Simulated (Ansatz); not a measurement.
# Rb on W(110): change of the work function, part 4 of 4

Aim: the work function of W(110) at several coverages of Rb (shortbridge site), and the dipole that each adsorbate carries.

Ansatz 0.2.0; plane-wave DFT, PBE, Ansatz PAW (the session's first sound run).

So far, work function, upper face (eV): step 2 (the clean slab, PBE) 4.84; step 3 (adsorbate added, k-mesh 4×4×1, coverage 0.111 ML, PBE) 1.98; step 4 (adsorbate added, k-mesh 6×6×1, coverage 0.25 ML, PBE) 1.67; step 6 (the 0.25 ML cell at another level of theory, cutoff 500 eV, functional r2SCAN) 1.65.

### 7. The 0.25 ML cell at another level of theory, cutoff 420 eV, functional LDA

This step: plane-wave DFT, LDA, Ansatz PAW (Ansatz 0.2.0).

The geometry is kept and the functional is LDA.

input.yaml

```yaml
crystal:
  lattice:
    - [4.468914857, -3.16, 0.0]
    - [4.468914857, 3.16, 0.0]
    - [0.0, 0.0, 28.4693489613]
  atoms:
    - { symbol: W, position: [0.0, 0.0, 0.316129463] }
    - { symbol: W, position: [0.25, 0.25, 0.3946158883] }
    - { symbol: W, position: [6.67617e-05, -0.0007030113, 0.4742250334] }
    - { symbol: W, position: [0.2510916036, 0.2490914153, 0.5511069829] }
    - { symbol: W, position: [0.0, 0.5, 0.316129463] }
    - { symbol: W, position: [0.25, 0.75, 0.3946158883] }
    - { symbol: W, position: [-6.67617e-05, 0.5007030113, 0.4742250334] }
    - { symbol: W, position: [0.2500984807, 0.7492120227, 0.5523494945] }
    - { symbol: W, position: [0.5, 0.0, 0.316129463] }
    - { symbol: W, position: [0.75, 0.25, 0.3946158883] }
    - { symbol: W, position: [0.5000099211, -0.0007864687, 0.4741723279] }
    - { symbol: W, position: [0.7489083964, 0.2509085847, 0.5511069829] }
    - { symbol: W, position: [0.5, 0.5, 0.316129463] }
    - { symbol: W, position: [0.75, 0.75, 0.3946158883] }
    - { symbol: W, position: [0.4999900789, 0.5007864687, 0.4741723279] }
    - { symbol: W, position: [0.7499015193, 0.7507879773, 0.5523494945] }
    - { symbol: Rb, position: [0.0, 0.25, 0.6660556895] }
kpoints:
  mp_grid: { grid: [6, 6, 1] }
hamiltonian:
  xc: lda
scf:
  occupations: { method: fermi_dirac, width: 0.1 }
  convergence: { dr2_threshold: 1.0e-08 }
efield:
  axis: 3
  dipole_correction: true
  ramp_position: 0.97
  ramp_width: 0.06
output:
  write_potential: true
  write_density: true
  volumetric_format: npy
```

Run with:

```sh
$ ansatz run input.yaml --threads 4 --pin off --max-ram 12288MiB --backend cpu --events-out ev --progress --plain --runs-dir out
```

Numbers of over 12 decimals in the logs are rounded to 6 here.

The program printed:

```text
[...]
Crystal: 17 atoms, lattice volume = 804.075 Å³
Basis set: ecut = 420 eV, 15699 PW (Γ)
Bands: 140, of which v1, the nominal top of the filled ones, is band 117 counted from 1 (116 counted from 0)
Symmetry: 2 space group operations
[...]
k-points: 20 of 36
[...]
SCF iter   1: F=—  HF=-165236.847683 eV  |F-HF|=—  |Δ(HF+E_count)|=         —  Δρ=1.04e-2  dr2=2.11e1  ethr=1.77e-3  p=0.684 e·Å  D=1.54e-1 V/Å  ΔV_dip=-4.38 eV  dr2_dipole=1.23e1  V_vac-E_F(+/−)=1.25/5.63 eV  ⟨swp⟩=9.9  Hψ=14335  notcnv=0
[...]
SCF iter  11: F=-165236.317740 eV  HF=-165236.317740 eV  |F-HF|=1.02e-9  |Δ(HF+E_count)|=   5.15e-9  Δρ=1.74e-7  dr2=1.12e-9  ethr=4.29e-12  p=0.530 e·Å  D=1.19e-1 V/Å  ΔV_dip=-3.39 eV  dr2_dipole=4.42e-10  V_vac-E_F(+/−)=1.78/5.17 eV  ⟨swp⟩=10.4  Hψ=7498  notcnv=0
SCF 1 converged in 11 iterations: F = -165236.317740 eV  dr2 = 1.12e-9
[...]
SCF converged after 11 iterations
Free energy (F): -165236.317740 eV
[...]
Internal energy: -165235.892325 eV  (E = F + TS)
E sigma→0 (E₀):  -165236.105033 eV
Entropy (-TS):   -0.425415 eV (-25.024 meV/atom)
Fermi energy:    5.229734 eV
Dipole field:    D = 0.119185 V/Å  (p = 0.529610 e·Å, saw-weighted, corrected)
Work function:   Φ+ = 1.7761 eV   Φ− = 5.1692 eV
[...]
--- Band table (eV; the first three rows and the last of 20) ---
  k-point 0: bands = [... 113 lower, 5.8276, 5.8407, 5.8595, 5.9778, 5.9781, 6.0678, 6.2615, 6.3542, ... 19 higher]
  k-point 1: bands = [... 113 lower, 5.2364, 5.4669, 5.5448, 5.6241, 5.6989, 6.2536, 6.3189, 6.4011, ... 19 higher]
  k-point 2: bands = [... 113 lower, 4.7290, 4.7859, 5.1666, 5.1785, 5.4780, 5.6443, 5.8284, 5.8973, ... 19 higher]
  k-point 19: bands = [... 113 lower, 4.4450, 4.4845, 4.4862, 4.6789, 4.6798, 4.8294, 4.8384, 5.2901, ... 19 higher]
```

The job ended after 1.9 min (4 threads of Arm Neoverse V1, shared host; peak memory 3.6 GiB; 7.3 min of CPU time).

Numbers from this step:

- energy at zero smearing: -165236.1050 eV
- work function, upper face: 1.776 eV
- work function, lower face: 5.169 eV
- dipole along the normal: 0.5296 e·Å
- step between the vacuum levels: -3.393 eV

The work function comes to 1.78 eV, +0.10 eV from the first level.

### 8. The 0.25 ML cell at another level of theory, cutoff 420 eV, functional PBEsol

This step: plane-wave DFT, PBEsol, Ansatz PAW (Ansatz 0.2.0).

The geometry is kept and the functional is PBEsol.

Changes to input.yaml since step 7:

```diff
@@ -26,3 +26,3 @@
 hamiltonian:
-  xc: lda
+  xc: pbesol
 scf:
```

The program printed:

```text
[...]
Crystal: 17 atoms, lattice volume = 804.075 Å³
Basis set: ecut = 420 eV, 15699 PW (Γ)
Bands: 140, of which v1, the nominal top of the filled ones, is band 117 counted from 1 (116 counted from 0)
Symmetry: 2 space group operations
[...]
k-points: 20 of 36
[...]
k-point 0: bands = [... 113 lower, 5.9424, 5.9547, 5.9851, 6.0978, 6.0984, 6.2516, 6.4404, 6.5295, ... 19 higher]
  k-point 1: bands = [... 113 lower, 5.4053, 5.5864, 5.6562, 5.7333, 5.8589, 6.4291, 6.4917, 6.5771, ... 19 higher]
  k-point 2: bands = [... 113 lower, 4.9081, 4.9590, 5.3289, 5.3517, 5.6227, 5.8254, 5.9786, 6.0753, ... 19 higher]
  k-point 19: bands = [... 113 lower, 4.6120, 4.6509, 4.6526, 4.8469, 4.8479, 5.0027, 5.0126, 5.4612, ... 19 higher]
[key lines of the parts left out:]
SCF converged after 11 iterations
Free energy (F): -167310.596815 eV
Fermi energy:    5.390581 eV
Dipole field:    D = 0.117863 V/Å  (p = 0.523735 e·Å, saw-weighted, corrected)
Work function:   Φ+ = 1.6522 eV   Φ− = 5.0077 eV
```

The job ended after 1.9 min (4 threads; peak memory 3.6 GiB; 7.5 min of CPU time).

The work function comes to 1.65 eV, -0.02 eV from the first level.

### 9. Comparing the runs

Times are for 4 threads of Arm Neoverse V1, shared host. Results by setting:

| no. | functional | work function, upper face (eV) | dipole along the normal (e·Å) | time | memory (GiB) |
| --- | --- | --- | --- | --- | --- |
| 1 | r2scan | 1.652 | 0.5211 | 3.6 min | 5.5 |
| 2 | lda | 1.776 | 0.5296 | 1.9 min | 3.6 |
| 3 | pbesol | 1.652 | 0.5237 | 1.9 min | 3.6 |

### 10. Varying the input

This step: plane-wave DFT, PBE, Ansatz PAW (Ansatz 0.2.0).

A run with a changed input: it repeats the earlier run at 0.25 ML with scf.occupations.method from fermi_dirac to gaussian, scf.occupations.width from 0.1 to 0.005 and scf.convergence.dr2_threshold from 1e-08 to 1e-05; its output block differs too.

input.yaml

```yaml
crystal:
  lattice:
    - [4.468914857, -3.16, 0.0]
    - [4.468914857, 3.16, 0.0]
    - [0.0, 0.0, 28.4693489613]
  atoms:
    - { symbol: W, position: [0.0, 0.0, 0.316129463] }
    - { symbol: W, position: [0.25, 0.25, 0.3946158883] }
    - { symbol: W, position: [0.0, 0.0, 0.4744327913] }
    - { symbol: W, position: [0.25, 0.25, 0.5514338105] }
    - { symbol: W, position: [0.0, 0.5, 0.316129463] }
    - { symbol: W, position: [0.25, 0.75, 0.3946158883] }
    - { symbol: W, position: [0.0, 0.5, 0.4744327913] }
    - { symbol: W, position: [0.25, 0.75, 0.5514338105] }
    - { symbol: W, position: [0.5, 0.0, 0.316129463] }
    - { symbol: W, position: [0.75, 0.25, 0.3946158883] }
    - { symbol: W, position: [0.5, 0.0, 0.4744327913] }
    - { symbol: W, position: [0.75, 0.25, 0.5514338105] }
    - { symbol: W, position: [0.5, 0.5, 0.316129463] }
    - { symbol: W, position: [0.75, 0.75, 0.3946158883] }
    - { symbol: W, position: [0.5, 0.5, 0.4744327913] }
    - { symbol: W, position: [0.75, 0.75, 0.5514338105] }
    - { symbol: Rb, position: [0.0, 0.25, 0.683870537] }
kpoints:
  mp_grid: { grid: [6, 6, 1] }
hamiltonian:
  xc: pbe
scf:
  occupations: { method: gaussian, width: 0.005 }
  convergence: { dr2_threshold: 1.0e-05 }
efield:
  axis: 3
  dipole_correction: true
  ramp_position: 0.97
  ramp_width: 0.06
relax:
  f_tol: 0.02
  max_steps: 60
  constraints: [{ sites: [0, 1, 4, 5, 8, 9, 12, 13] }]
output:
  bader: true
  dos: { projected: true, e_range: [-8, 4] }
  write_potential: true
  write_density: true
  volumetric_format: npy
```

The program printed:

```text
Warning: scf.convergence.dr2_threshold = 1e-5 eV is looser than this run's default, which is 1e-7 eV or tighter. The error in the forces grows as the threshold's square root, so leave the key out unless less accurate forces are enough
[...]
Crystal: 17 atoms, lattice volume = 804.075 Å³
Basis set: ecut = 420 eV, 15699 PW (Γ), exchange–correlation on 80×80×384 points (8 copies of the dense FFT grid, shifted against one another)
Bands: 140, of which v1, the nominal top of the filled ones, is band 117 counted from 1 (116 counted from 0)
Symmetry: 2 space group operations
[...]
k-points: 20 of 36
[...]
SCF iter   1: F=—  HF=-169414.665095 eV  |F-HF|=—  |Δ(HF+E_count)|=         —  Δρ=1.12e-2  dr2=3.69e1  ethr=1.77e-3  p=0.676 e·Å  D=1.52e-1 V/Å  ΔV_dip=-4.33 eV  dr2_dipole=3.24e1  V_vac-E_F(+/−)=1.01/5.34 eV  ⟨swp⟩=10.4  Hψ=13794  notcnv=0  defer=101
[...]
SCF iter  11: F=-169413.811228 eV  HF=-169413.811231 eV  |F-HF|=2.93e-6  |Δ(HF+E_count)|=   1.29e-6  Δρ=1.51e-5  dr2=4.88e-6  ethr=4.29e-9  p=0.471 e·Å  D=1.06e-1 V/Å  ΔV_dip=-3.02 eV  dr2_dipole=2.82e-10  V_vac-E_F(+/−)=1.94/4.95 eV  ⟨swp⟩=23.3  Hψ=28474  notcnv=0
SCF 1 converged in 11 iterations: F = -169413.811228 eV  dr2 = 4.88e-6
  Residual-converged pass: ⟨swp⟩=1.0  Hψ=2880  notcnv=0  max |occ|·‖R‖ = 7.0e-9 eV (tolerance 1.0e-8 eV)  dr2=4.88e-6  dr2_onsite=5.21e-8  max |Δocc| = 3.1e-10
[...]
relax step   1: F+E_penalty+E_count = -169413.81122822 eV  Δ(F+E_penalty+E_count) = +0.000e0 eV  max|allowed force component| = 5.309e-1 eV/Å  Δτ_max = 0.0000 Å  (11 SCF iters, accepted)
[...]
SCF iter   6: F=-169413.850351 eV  HF=-169413.850357 eV  |F-HF|=6.27e-6  |Δ(HF+E_count)|=   9.12e-6  Δρ=2.08e-5  dr2=9.82e-6  ethr=4.29e-9  p=0.479 e·Å  D=1.08e-1 V/Å  ΔV_dip=-3.07 eV  dr2_dipole=3.50e-6  V_vac-E_F(+/−)=1.89/4.96 eV  ⟨swp⟩=19.4  Hψ=29562  notcnv=0
SCF 2 converged in 6 iterations: F = -169413.850351 eV  dr2 = 9.82e-6
relax step   2: F+E_penalty+E_count = -169413.85035077 eV  Δ(F+E_penalty+E_count) = -3.912e-2 eV  max|allowed force component| = 5.065e-1 eV/Å  Δτ_max = 0.0909 Å  (6 SCF iters, accepted)
SCF iter   1: F=—  HF=-169413.952538 eV  |F-HF|=—  |Δ(HF+E_count)|=         —  Δρ=1.64e-3  dr2=1.99e-1  ethr=3.66e-4  p=0.479 e·Å  D=1.08e-1 V/Å  ΔV_dip=-3.07 eV  dr2_dipole=3.04e-2  V_vac-E_F(+/−)=1.89/4.96 eV  ⟨swp⟩=5.8  Hψ=5991  notcnv=0  defer=264
[...]
SCF iter   8: F=-169413.945591 eV  HF=-169413.945592 eV  |F-HF|=1.58e-6  |Δ(HF+E_count)|=   1.73e-7  Δρ=3.93e-6  dr2=1.35e-6  ethr=4.29e-9  p=0.495 e·Å  D=1.11e-1 V/Å  ΔV_dip=-3.17 eV  dr2_dipole=5.22e-7  V_vac-E_F(+/−)=1.79/4.96 eV  ⟨swp⟩=14.2  Hψ=23379  notcnv=0
SCF 3 converged in 8 iterations: F = -169413.945591 eV  dr2 = 1.35e-6
relax step   3: F+E_penalty+E_count = -169413.94559074 eV  Δ(F+E_penalty+E_count) = -9.524e-2 eV  max|allowed force component| = 3.410e-1 eV/Å  Δτ_max = 0.1929 Å  (8 SCF iters, accepted)
[...]
relax step   4: F+E_penalty+E_count = -169413.98786056 eV  Δ(F+E_penalty+E_count) = -4.227e-2 eV  max|allowed force component| = 5.667e-2 eV/Å  Δτ_max = 0.1946 Å  (8 SCF iters, accepted)
[...]
relax step   5: F+E_penalty+E_count = -169413.98963428 eV  Δ(F+E_penalty+E_count) = -1.774e-3 eV  max|allowed force component| = 2.634e-2 eV/Å  Δτ_max = 0.0450 Å  (7 SCF iters, accepted)
SCF iter   1: F=—  HF=-169413.989556 eV  |F-HF|=—  |Δ(HF+E_count)|=         —  Δρ=3.74e-4  dr2=8.06e-3  ethr=1.06e-5  p=0.517 e·Å  D=1.16e-1 V/Å  ΔV_dip=-3.31 eV  dr2_dipole=2.54e-3  V_vac-E_F(+/−)=1.66/4.97 eV  ⟨swp⟩=3.4  Hψ=4574  notcnv=0  defer=352
[...]
SCF iter   5: F=-169413.989990 eV  HF=-169413.990007 eV  |F-HF|=1.63e-5  |Δ(HF+E_count)|=   4.53e-6  Δρ=1.01e-5  dr2=9.59e-6  ethr=4.29e-9  p=0.517 e·Å  D=1.16e-1 V/Å  ΔV_dip=-3.31 eV  dr2_dipole=9.04e-6  V_vac-E_F(+/−)=1.66/4.97 eV  ⟨swp⟩=15.7  Hψ=27751  notcnv=0
SCF 6 converged in 5 iterations: F = -169413.989990 eV  dr2 = 9.59e-6
relax step   6: F+E_penalty+E_count = -169413.98999044 eV  Δ(F+E_penalty+E_count) = -3.562e-4 eV  max|allowed force component| = 4.506e-3 eV/Å  Δτ_max = 0.0061 Å  (5 SCF iters, accepted)
[...]
SCF converged after 5 iterations
Free energy (F): -169413.989990 eV
[...]
Internal energy: -169413.989779 eV  (E = F + TS)
E sigma→0 (E₀):  -169413.989885 eV
Entropy (-TS):   -0.000211 eV (-0.012 meV/atom)
Fermi energy:    5.464353 eV
Dipole field:    D = 0.118264 V/Å  (p = 0.525520 e·Å, saw-weighted, corrected)
Work function:   Φ+ = 1.6314 eV   Φ− = 4.9984 eV
[...]
--- Forces (eV/Å), atoms counted from 1 ---
  atom   1  W     -0.00025320     0.00779769     0.37091922
  atom   2  W     -0.00280968     0.01011817    -0.36801504
  atom   3  W      0.00145795    -0.00075843    -0.00210302
  atom   4  W      0.00186565    -0.00271133    -0.00450621
  atom   5  W      0.00025320    -0.00779769     0.37091922
  atom   6  W     -0.00442821     0.01595583    -0.37920052
  atom   7  W     -0.00145795     0.00075843    -0.00210302
  atom   8  W      0.00123163     0.00042355    -0.00200324
  atom   9  W     -0.00302955     0.00593432     0.37877395
  atom  10  W      0.00280968    -0.01011817    -0.36801504
  atom  11  W      0.00185737     0.00152030     0.00359338
  atom  12  W     -0.00186565     0.00271133    -0.00450621
  atom  13  W      0.00302955    -0.00593432     0.37877395
  atom  14  W      0.00442821    -0.01595583    -0.37920052
  atom  15  W     -0.00185737    -0.00152030     0.00359338
  atom  16  W     -0.00123163    -0.00042355    -0.00200324
  atom  17  Rb     0.00000000    -0.00000000     0.00395386
  max |Σ_I F_I| component: 1.13e-3 eV/Å
--- Band table (eV; the first three rows and the last of 20) ---
  k-point 0: bands = [... 113 lower, 6.0195, 6.0258, 6.0568, 6.1572, 6.1577, 6.3056, 6.5107, 6.5984, ... 19 higher]
  k-point 1: bands = [... 113 lower, 5.4812, 5.6496, 5.7158, 5.8076, 5.9325, 6.4908, 6.5636, 6.6533, ... 19 higher]
  k-point 2: bands = [... 113 lower, 4.9833, 5.0306, 5.4057, 5.4242, 5.6877, 5.9014, 6.0484, 6.1473, ... 19 higher]
  k-point 19: bands = [... 113 lower, 4.6673, 4.7209, 4.7223, 4.9098, 4.9104, 5.0732, 5.0825, 5.5333, ... 19 higher]
--- Relaxed structure (6 steps of the walk, 6 accepted, 0 SCFs on fresh bases) ---
  F+E_penalty+E_count = -169413.98999044 eV   max|allowed force component| = 4.506e-3 eV/Å
  atoms:
    - { symbol: W, position: [0.0, 0.0, 0.316129463] }
    - { symbol: W, position: [0.25, 0.25, 0.3946158883] }
    - { symbol: W, position: [0.000283928, -0.000820792, 0.474350] }
    - { symbol: W, position: [0.251024, 0.248883, 0.551059] }
    - { symbol: W, position: [-5.551115123125783e-17, 0.5, 0.316129463] }
    - { symbol: W, position: [0.250000, 0.75, 0.3946158883] }
    - { symbol: W, position: [-0.000283928, 0.500821, 0.474350] }
    - { symbol: W, position: [0.250115, 0.749009, 0.552392] }
    - { symbol: W, position: [0.5, -5.551115123125783e-17, 0.316129463] }
    - { symbol: W, position: [0.75, 0.250000, 0.3946158883] }
    - { symbol: W, position: [0.500215, -0.000886495, 0.474295] }
    - { symbol: W, position: [0.748976, 0.251117, 0.551059] }
    - { symbol: W, position: [0.5, 0.5, 0.316129463] }
    - { symbol: W, position: [0.75, 0.75, 0.3946158883] }
    - { symbol: W, position: [0.499785, 0.500886, 0.474295] }
    - { symbol: W, position: [0.749885, 0.750991, 0.552392] }
    - { symbol: Rb, position: [-2.7755575615628914e-17, 0.25, 0.665503] }
--- Bader charges: 17 sites ---
  site symbol  charge [e]  shift [e]
     0      W     -0.0517     0.0000
     1      W      0.0460     0.0000
     2      W      0.0484     0.0000
     3      W     -0.2011     0.0000
     4      W     -0.0518     0.0000
     5      W      0.0503     0.0000
     6      W      0.0484     0.0000
     7      W     -0.1800     0.0000
     8      W     -0.0527     0.0000
     9      W      0.0460     0.0000
    10      W      0.0494     0.0000
    11      W     -0.2010     0.0000
    12      W     -0.0528     0.0000
    13      W      0.0503     0.0000
    14      W      0.0494     0.0000
    15      W     -0.1800     0.0000
    16     Rb      0.5830     0.0000
  estimated error of the sums over rays = 9.0e-4 e
```

The job ended after 8.1 min (4 threads; peak memory 3.6 GiB; 32 min of CPU time).

| quantity | this run | earlier run | difference |
| --- | --- | --- | --- |
| work function, upper face (eV) | 1.631 | 1.675 | -0.043 |
| work function, lower face (eV) | 4.998 | 4.905 | 0.094 |
| dipole along the normal (e·Å) | 0.5255 | 0.5041 | 0.021 |

What moves beyond 0.01 in its unit (for the dipole 0.5 % and 5e-5 e·Å): work function, lower face (+0.0937 eV), dipole along the normal (+0.0214 e·Å) and work function, upper face (-0.0434 eV).

The change shows in the results, which are not taken further.

### 11. The same run with other settings

System of this step: W(110). The cell holds 4 atoms: 4 W. Its edges and angles: a = 2.737 Å, b = 2.737 Å, c = 24.703 Å, α = 90.0°, β = 90.0°, γ = 70.5°. Vacuum lies along c.

An input spoilt on purpose, to show how the run answers: it repeats the earlier run at 0 ML with efield.ramp_width from 0.06 to 0.9, and scf.max_iter set to 60.

input.yaml

```yaml
crystal:
  lattice:
    - [2.2344574285, -1.58, 0.0]
    - [2.2344574285, 1.58, 0.0]
    - [0.0, 0.0, 24.7033722856]
  atoms:
    - { symbol: W, position: [0.0, 0.0, 0.3643227287] }
    - { symbol: W, position: [0.5, 0.5, 0.4547742429] }
    - { symbol: W, position: [0.0, 0.0, 0.5452257571] }
    - { symbol: W, position: [0.5, 0.5, 0.6356772713] }
kpoints:
  mp_grid: { grid: [12, 12, 1] }
hamiltonian:
  xc: pbe
scf:
  occupations: { method: fermi_dirac, width: 0.1 }
  convergence: { dr2_threshold: 1.0e-08 }
  max_iter: 60
efield:
  axis: 3
  dipole_correction: true
  ramp_position: 0.97
  ramp_width: 0.9
relax:
  f_tol: 0.02
  max_steps: 60
  constraints: [{ sites: [0, 1] }]
output:
  write_potential: true
  write_density: true
  volumetric_format: npy
```

The program printed:

```text
The last accepted step is kept in <dir> (removed where the run ends without a failure and the disk answers)
Engine: ansatz 0.2.0, aarch64-unknown-linux-gnu
Pseudopotentials: kind: paw
Pseudopotential: W, paw, valence charge 14, recommended cutoff 420 eV (normal), W.paw.azcp
Functional definition: PBE
  parameter kappa = 0.804
  parameter beta = 0.066725
  exchange = pbe_x(kappa = kappa, mu = beta*pi^2/3)
  correlation = pbe_c(beta = beta)
Crystal: 4 atoms, lattice volume = 174.428 Å³
Basis set: ecut = 420 eV, 3461 PW (Γ), exchange–correlation on 40×40×360 points (8 copies of the dense FFT grid, shifted against one another)
Bands: 34, of which v1, the nominal top of the filled ones, is band 28 counted from 1 (27 counted from 0)
Symmetry: 4 space group operations
k-points: 43 of 144
Non-local potential: W, projectors of the file, l = 0: 3, l = 1: 2, l = 2: 2, l = 3: 1
PAW form: soft (Blöchl's): semilocal exchange-correlation on the pseudo side does not see the compensation charge
PAW one-centre angular grid: W, 590 points (default); XC on 64 Gauss nodes
Initial density: superposition of atomic densities (neutral atoms: chi_scale 0, normalization atom), corrected by the library's trained network
Initial wavefunctions: pseudopotential atomic-orbital guess
Functional: x = pbe(κ = 0.804, μ = 0.219515), c = pbe(β = 0.066725)
Error: efield: ion 0 (W) at fractional coordinate 0.3643 along the field axis lies inside the sawtooth ramp with 2 of the planes that the density is read on at each end, [0.9589, 0.8811] — the ramp must sit in vacuum (an ion there feels the fictitious reversed slope); set or move the ramp (efield.ramp_position / ramp_width) or move the geometry
```

It took 0.17 s on 4 threads; peak memory 0.31 GiB.

The program refused the input before any cycle.

The program's message: “Error: efield: ion 0 (W) at fractional coordinate 0.3643 along the field axis lies inside the sawtooth ramp with 2 of the planes that the density is read on at each end, [0.9589, 0.8811] — the ramp mu …”

The fault put into the input: a ramp so wide that it reaches the atoms.

### 12. Summary of results

| Property | Result |
| --- | --- |
| work function of the clean face | 4.84 eV |
| work function at 0.11 ML | 1.98 eV |
| work function at 0.25 ML | 1.67 eV |
| dipole per adsorbate at 0.11 ML, positive end outwards | 4.82 D |

Rb lowers the work function of W(110) at the lowest coverage, by 2.87 eV: the adsorbate layer has its positive end outwards. The slab has 4 layers, at the tabulated experimental lattice constant, one starting site was run, and quantum-size effects of a slab this thin can reach one or two tenths of an eV.

[Logs are printed without paths, hosts, clocks, repeated set-up lines and the standing remarks that a program may print on its own settings, such as how far it seeks lower states.]

[Hosts, paths, dates, database ids (printed as entryN), source tags and the programs' standing remarks are cut or masked in the printed files.]

[Maps of the electrostatic potential energy from Ansatz leave out the sawtooth potential of an applied field or a dipole correction, so their vacuum need not be flat; planar profiles and work functions include it.]
